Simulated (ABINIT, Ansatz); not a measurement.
# LiCl (Fm-3m): changed settings of a GW run in ABINIT

Aim: change inputs of a GW run on LiCl (Fm-3m) and see what moves.

Program: ABINIT 10.8.3. Level of theory: PBE and many-body steps on it, plane waves. Results are calculated unless marked as measured.

## 1. The structure

Symmetry: Fm-3m, No. 225, cubic system. Conventional cell: a = 5.143 Å, b = 5.143 Å, c = 5.143 Å, α = 90.00°, β = 90.00°, γ = 90.00°. Li has 6 Cl at 2.57 Å nearest. Nearest to Cl lie 6 Li at 2.57 Å. Farther neighbours and most contacts between anions are not listed.

The cell and positions come from the Crystallography Open Database and are kept as given unless a step says otherwise.

## 2. Screening, 6×6×6 mesh, 256 bands, screening to 283 eV

This step: ABINIT 10.8.3; RPA screening on PBE, plane waves, norm-conserving pseudopotentials.

The RPA dielectric matrix is built and inverted for each q.

The input, run.abi:

```
acell 3*1.0 Angstrom
rprim 
  0.000000000000 2.571500000000 2.571500000000
  2.571500000000 0.000000000000 2.571500000000
  2.571500000000 2.571500000000 -0.000000000000
ntypat 2
znucl 3 17
natom 2
typat 1 2
xred 
  0.000000000000 0.000000000000 0.000000000000
  0.500000000000 0.500000000000 0.500000000000
pp_dirpath "pseudos"
pseudos "Li.upf, Cl.upf"
ecut 33
ngkpt 6 6 6
nshiftk 1
shiftk 0 0 0
kptopt 1
chksymbreak 0
istwfk *1
occopt 1
irdwfk 1
optdriver 3
nband 256
ecuteps 10.4
inclvkb 2
awtr 1
symchi 1
indata_prefix "in"
outdata_prefix "out"
tmpdata_prefix "tmp"
```

Launch:

```
OMP_NUM_THREADS=1 mpirun -n 4 abinit run.abi > log
```

The log of the run:

```text
.Version 10.8.3 of ABINIT. v10.8.2 released Aug 2026.

 Symmetries : space group Fm -3 m (#225); Bravais cF (face-center cubic)
[... echo of the input left out ...]
== DATASET  1 ==================================================================
-   mpi_nproc: 4, omp_nthreads: 1 (-1 if OMP is not activated)

--- !DatasetInfo
iteration_state: {dtset: 1, }
dimensions: {natom: 2, nkpt: 16, mband: 256, nsppol: 1, nspinor: 1, nspden: 1, mpw: 2092, }
cutoff_energies: {ecut:  33.0, pawecutdg:  -1.0, }
electrons: {nelect:   1.00000000E+01, charge:   0.00000000E+00, occopt:   1.00000000E+00, tsmear:   1.00000000E-02, }

 SCREENING: Calculation of the susceptibility and dielectric matrices

 Based on a program developped by R.W. Godby, V. Olevano, G. Onida, and L. Reining.
 Incorporated in ABINIT by V. Olevano, G.-M. Rignanese, and M. Torrent.
.Using double precision arithmetic ; gwpc =  8

[... cell and pseudopotentials left out ...]
--------------------------------------------------------------------------------

 ==== K-mesh for the wavefunctions ====
 Number of points in the irreducible wedge :    16
[... list of points left out ...]
 Together with 48 symmetry operations and time-reversal symmetry
 yields   216 points in the full Brillouin Zone.

 ==== Q-mesh for the screening function ====
 Number of points in the irreducible wedge :    16
[... list of points left out ...]
 Together with 48 symmetry operations and time-reversal symmetry
 yields   216 points in the full Brillouin Zone.

 setmesh: FFT mesh size selected  =    27x   27x   27
          total number of points  =        19683

 vcoul_init : cutoff-mode = AUXILIARY_FUNCTION
 q-points for optical limit:   1
     1)      0.000010    0.000020    0.000030

- screening: taking advantage of time-reversal symmetry
- Maximum band index for partially occupied states nbvw = 5
- Remaining bands to be divided among processors   nbcw = 251
- Number of bands treated by each node ~62

 Number of electrons calculated from density =   10.0000; Expected =   10.0000
 average of density, n =  0.043573
 r_s =    1.7629
 omega_plasma =   20.1355 [eV]

 calculating chi0 at frequencies [eV] :
  1    0.000000E+00    0.000000E+00
  2    0.000000E+00    2.013550E+01

--------------------------------------------------------------------------------
  q-point number  1        q = ( 0.000000, 0.000000, 0.000000) [r.l.u.]
--------------------------------------------------------------------------------
[... chi0 elements left out ...]
 For q-point:  0.000010 0.000020 0.000030
  dielectric constant =   2.7540
  dielectric constant without local fields =   3.2521

  Average fulfillment of the sum rule on Im[epsilon] for q-point    1 :     91.76  [%]
[... wings left out ...]
  q-point number  2        q = ( 0.166667, 0.000000, 0.000000) [r.l.u.]
--------------------------------------------------------------------------------
[... chi0 elements left out ...]
  Average fulfillment of the sum rule on Im[epsilon] for q-point    2 :     93.83  [%]

 [... 14 further q-points ...]
```

Elapsed: 3.1 min, on 4 MPI ranks of Intel Xeon Platinum 8375C at 2.90GHz (Ice Lake), shared host; peak memory 2 GiB.

This step gave:

```
ε∞ with local fields, on this mesh, along the program's q direction : 2.754
the same without local fields                                       : 3.252
plasma frequency                                                    : 20.14 eV
plane waves in the screening matrix                                 : 339
```

Local fields lower ε∞ by 15 %.

## 3. Base

The self-energy is evaluated for the states that the input lists, and the levels follow from it, in one-shot runs by the linearised quasiparticle equation.

This step: G0W0 on PBE, plane waves, norm-conserving pseudopotentials.

run.abi: that of step 2 with these lines changed.

```diff
@@ -23,8 +23,15 @@
 irdwfk 1
-optdriver 3
+optdriver 4
 nband 256
+gwcalctyp 0
+ecutsigx 33
+symsigma 1
+nkptgw 1
+kptgw 
+  0.0000000000 0.0000000000 0.0000000000
+bdgw 
+  3 9
 ecuteps 10.4
-inclvkb 2
-awtr 1
-symchi 1
+irdscr 1
+ppmodel 1
 indata_prefix "in"
```

The log of the run:

```text
.Version 10.8.3 of ABINIT. v10.8.2 released Aug 2026.

 Symmetries : space group Fm -3 m (#225); Bravais cF (face-center cubic)
[... echo of the input left out ...]
== DATASET  1 ==================================================================
-   mpi_nproc: 4, omp_nthreads: 1 (-1 if OMP is not activated)

--- !DatasetInfo
iteration_state: {dtset: 1, }
dimensions: {natom: 2, nkpt: 16, mband: 256, nsppol: 1, nspinor: 1, nspden: 1, mpw: 2092, }
cutoff_energies: {ecut:  33.0, pawecutdg:  -1.0, }
electrons: {nelect:   1.00000000E+01, charge:   0.00000000E+00, occopt:   1.00000000E+00, tsmear:   1.00000000E-02, }

 SIGMA: Calculation of the GW corrections

 Based on a program developped by R.W. Godby, V. Olevano, G. Onida, and L. Reining.
 Incorporated in ABINIT by V. Olevano, G.-M. Rignanese, and M. Torrent.
.Using double precision arithmetic ; gwpc =  8

[... cell and pseudopotentials left out ...]
--------------------------------------------------------------------------------

 ==== K-mesh for the wavefunctions ====
 Number of points in the irreducible wedge :    16
[... list of points left out ...]
 Together with 48 symmetry operations and time-reversal symmetry
 yields   216 points in the full Brillouin Zone.

 ==== Q-mesh for screening function ====
 Number of points in the irreducible wedge :    16
[... list of points left out ...]
 Together with 48 symmetry operations and time-reversal symmetry
 yields   216 points in the full Brillouin Zone.

 vcoul_init : cutoff-mode = AUXILIARY_FUNCTION
 q-points for optical limit:   1
     1)      0.000010    0.000020    0.000030
 setmesh: FFT mesh size selected  =    36x   36x   36
          total number of points  =        46656

 Number of electrons calculated from density =   10.0000; Expected =   10.0000
 average of density, n =  0.043573
 r_s =    1.7629
 omega_plasma =   20.1355 [eV]

 === KS Band Gaps ===
  >>>> For spin  1
   Minimum direct gap =   6.2845 [eV], located at k-point      :   0.0000  0.0000  0.0000
   Fundamental gap    =   6.2845 [eV], Top of valence bands at :   0.0000  0.0000  0.0000
                                       Bottom of conduction at :   0.0000  0.0000  0.0000
 SIGMA fundamental parameters:
 PLASMON POLE MODEL  1
 number of plane-waves for SigmaX                 2085
 number of plane-waves for SigmaC and W            339
 number of plane-waves for wavefunctions          2085
 number of bands                                   256
 number of independent spin polarizations            1
 number of spinorial components                      1
 number of k-points in IBZ                          16
 number of q-points in IBZ                          16
 number of symmetry operations                      48
 number of k-points in BZ                          216
 number of q-points in BZ                          216
 number of frequencies for dSigma/dE                 9
 frequency step for dSigma/dE [eV]                0.25
 number of omega for Sigma on real axis              0
 max omega for Sigma on real axis  [eV]           0.00
 zcut for avoiding poles [eV]                     0.10

 EPSILON^-1 parameters (SCR file):
 dimension of the eps^-1 matrix on file            339
 dimension of the eps^-1 matrix used               339
 number of plane-waves for wavefunctions          2085
 number of bands                                   256
 number of q-points in IBZ                          16
 number of frequencies                               2
 number of real frequencies                          1
 number of imag frequencies                          1

 matrix elements of self-energy operator (all in [eV])

 Perturbative Calculation

--- !SelfEnergy_ee
iteration_state: {dtset: 1, }
kpoint     : [   0.000,    0.000,    0.000, ]
spin       : 1
KS_gap     :    6.285
QP_gap     :    9.030
Delta_QP_KS:    2.745
data: !SigmaeeData |
     Band     E0 <VxcDFT>   SigX SigC(E0)      Z dSigC/dE  Sig(E)    E-E0       E
        3   0.193 -14.693 -19.029   1.762   0.802  -0.247 -16.757  -2.064  -1.871
        4   0.193 -14.693 -19.029   1.762   0.802  -0.247 -16.757  -2.064  -1.871
        5   0.193 -14.693 -19.029   1.762   0.802  -0.247 -16.757  -2.064  -1.871
        6   6.477  -9.170  -4.732  -3.633   0.846  -0.181  -8.488   0.681   7.159
        7  11.985  -9.607  -4.365  -3.847   0.840  -0.191  -8.436   1.171  13.156
        8  11.985  -9.607  -4.365  -3.847   0.840  -0.191  -8.436   1.171  13.156
        9  11.985  -9.607  -4.365  -3.847   0.840  -0.191  -8.436   1.171  13.156

== END DATASET(S) ==============================================================
================================================================================

 -outvars: echo values of variables after computation  --------
           etotal      0.0000000000E+00
            nband         256
             nkpt          16
          spgroup         225
 [... the other variables as echoed above ...]

 Calculation completed.
```

The job ended after 33 s (4 MPI ranks; peak memory 2.1 GiB; 2.2 min of CPU time).

Numbers from this step:

```
G0W0 gap on the points computed              : 9.03 eV
starting gap on the mesh                     : 6.285 eV
k of the valence top                         : 0, 0, 0
k of the conduction bottom                   : 0, 0, 0
Z at the valence top                         : 0.802
Z at the conduction bottom                   : 0.846
least direct G0W0 gap on the computed points : 9.03 eV
```

The gap on the mesh goes from 6.28 eV to 9.03 eV, a correction of +2.75 eV.

## 4. Broadening of the poles

run.abi: that of step 3 with these lines changed.

```diff
@@ -36,2 +36,3 @@
 ppmodel 1
+zcut 0.01 eV
 indata_prefix "in"
```

The log of the run:

```text
.Version 10.8.3 of ABINIT. v10.8.2 released Aug 2026.

 Symmetries : space group Fm -3 m (#225); Bravais cF (face-center cubic)
[... echo of the input left out ...]
== DATASET  1 ==================================================================
-   mpi_nproc: 4, omp_nthreads: 1 (-1 if OMP is not activated)

--- !DatasetInfo
iteration_state: {dtset: 1, }
dimensions: {natom: 2, nkpt: 16, mband: 256, nsppol: 1, nspinor: 1, nspden: 1, mpw: 2092, }
cutoff_energies: {ecut:  33.0, pawecutdg:  -1.0, }
electrons: {nelect:   1.00000000E+01, charge:   0.00000000E+00, occopt:   1.00000000E+00, tsmear:   1.00000000E-02, }

 SIGMA: Calculation of the GW corrections

 Based on a program developped by R.W. Godby, V. Olevano, G. Onida, and L. Reining.
 Incorporated in ABINIT by V. Olevano, G.-M. Rignanese, and M. Torrent.
.Using double precision arithmetic ; gwpc =  8

[... cell and pseudopotentials left out ...]
--------------------------------------------------------------------------------

 ==== K-mesh for the wavefunctions ====
 Number of points in the irreducible wedge :    16
[... list of points left out ...]
 Together with 48 symmetry operations and time-reversal symmetry
 yields   216 points in the full Brillouin Zone.

 ==== Q-mesh for screening function ====
 Number of points in the irreducible wedge :    16
[... list of points left out ...]
 Together with 48 symmetry operations and time-reversal symmetry
 yields   216 points in the full Brillouin Zone.

 vcoul_init : cutoff-mode = AUXILIARY_FUNCTION
 q-points for optical limit:   1
     1)      0.000010    0.000020    0.000030
 setmesh: FFT mesh size selected  =    36x   36x   36
          total number of points  =        46656

 Number of electrons calculated from density =   10.0000; Expected =   10.0000
[...]
number of q-points in BZ                          216
 number of frequencies for dSigma/dE                 9
 frequency step for dSigma/dE [eV]                0.25
 number of omega for Sigma on real axis              0
 max omega for Sigma on real axis  [eV]           0.00
 zcut for avoiding poles [eV]                     0.01

 EPSILON^-1 parameters (SCR file):
 dimension of the eps^-1 matrix on file            339
 dimension of the eps^-1 matrix used               339
 number of plane-waves for wavefunctions          2085
 number of bands                                   256
 number of q-points in IBZ                          16
 number of frequencies                               2
 number of real frequencies                          1
 number of imag frequencies                          1

 matrix elements of self-energy operator (all in [eV])

 Perturbative Calculation

--- !SelfEnergy_ee
iteration_state: {dtset: 1, }
kpoint     : [   0.000,    0.000,    0.000, ]
spin       : 1
KS_gap     :    6.285
QP_gap     :    9.030
Delta_QP_KS:    2.745
data: !SigmaeeData |
     Band     E0 <VxcDFT>   SigX SigC(E0)      Z dSigC/dE  Sig(E)    E-E0       E
        3   0.193 -14.693 -19.029   1.762   0.802  -0.247 -16.757  -2.064  -1.871
        4   0.193 -14.693 -19.029   1.762   0.802  -0.247 -16.757  -2.064  -1.871
        5   0.193 -14.693 -19.029   1.762   0.802  -0.247 -16.757  -2.064  -1.871
        6   6.477  -9.170  -4.732  -3.633   0.846  -0.181  -8.488   0.681   7.159
        7  11.985  -9.607  -4.365  -3.846   0.840  -0.190  -8.434   1.173  13.158
        8  11.985  -9.607  -4.365  -3.846   0.840  -0.190  -8.434   1.173  13.158
        9  11.985  -9.607  -4.365  -3.846   0.840  -0.190  -8.434   1.173  13.158

== END DATASET(S) ==============================================================
================================================================================

 -outvars: echo values of variables after computation  --------
           etotal      0.0000000000E+00
            nband         256
             nkpt          16
          spgroup         225
 [... the other variables as echoed above ...]

 Calculation completed.
```

The job ended after 32 s (4 MPI ranks; peak memory 2.1 GiB).

This step gave:

| Quantity | Value |
| --- | --- |
| G0W0 gap on the points computed | 9.03 eV |
| starting gap on the mesh | 6.285 eV |
| k of the valence top | 0, 0, 0 |
| k of the conduction bottom | 0, 0, 0 |
| Z at the valence top | 0.802 |
| Z at the conduction bottom | 0.846 |
| least direct G0W0 gap on the computed points | 9.03 eV |

Against G0W0 in ABINIT (6×6×6 mesh, 256 bands, screening to 283 eV, Godby-Needs plasmon pole), the gap moves by +0.000 eV.

## 5. The runs together

Times are wall times on 4 MPI ranks of Intel Xeon Platinum 8375C at 2.90GHz (Ice Lake), shared host, good to a factor of about two. A run's time includes the screening step that it read.

| run | mesh | bands | screening cutoff (eV) | DFT gap (eV) | gap on the mesh (eV) | direct (eV) | ε∞ used | time |
| --- | --- | --- | --- | --- | --- | --- | --- | --- |
| base | 6×6×6 | 256 | 283 | 6.285 | 9.030 | 9.030 | 2.75 | 3.6 min |
| broadening of the poles | 6×6×6 | 256 | 283 | 6.285 | 9.030 | 9.030 | 2.75 | 3.6 min |

## 6. What came out

| Quantity | Value |
| --- | --- |
| base | 9.030 eV |
| broadening of the poles | 9.030 eV |
| known limits | not at the basis limit |

**Reading.** Broadening of the poles: no change against base (keys changed: zcut). Bands and cutoff are finite, so the gap is not at the basis limit. The miss can reach some tenths of an eV and take either sign; the mesh is an error of its own. In the first G0W0 run levels were corrected at 1 k point alone, so a gap called «on the mesh» is the least over those, and an edge elsewhere would be missed.

[Paths, hosts, dates, memory and timing lines, banners, echoed tables and standing remarks are left out of the program output.]

[Logs are printed without paths, hosts, clocks, repeated set-up lines and the standing remarks that a program may print on its own settings, such as how far it seeks lower states.]

[Runs of the session that timed out or met a known fault of the program may be left out.]

[No measured gap is set beside runs whose start may be inverted or whose files or cutoffs have a known fault.]

[Hosts, paths, dates, database ids (printed as entryN), source tags and the programs' standing remarks are cut or masked in the printed files.]

[G0W0 gaps are taken among the corrected bands and points alone; a level outside them can change the order at an edge.]

[Where Ansatz stands beside ABINIT at settings called matched, ABINIT's density can come from a denser mesh and the files from another edition; pairs whose starting gaps differed by over 0.03 eV were left out, so agreement reads better than it is.]
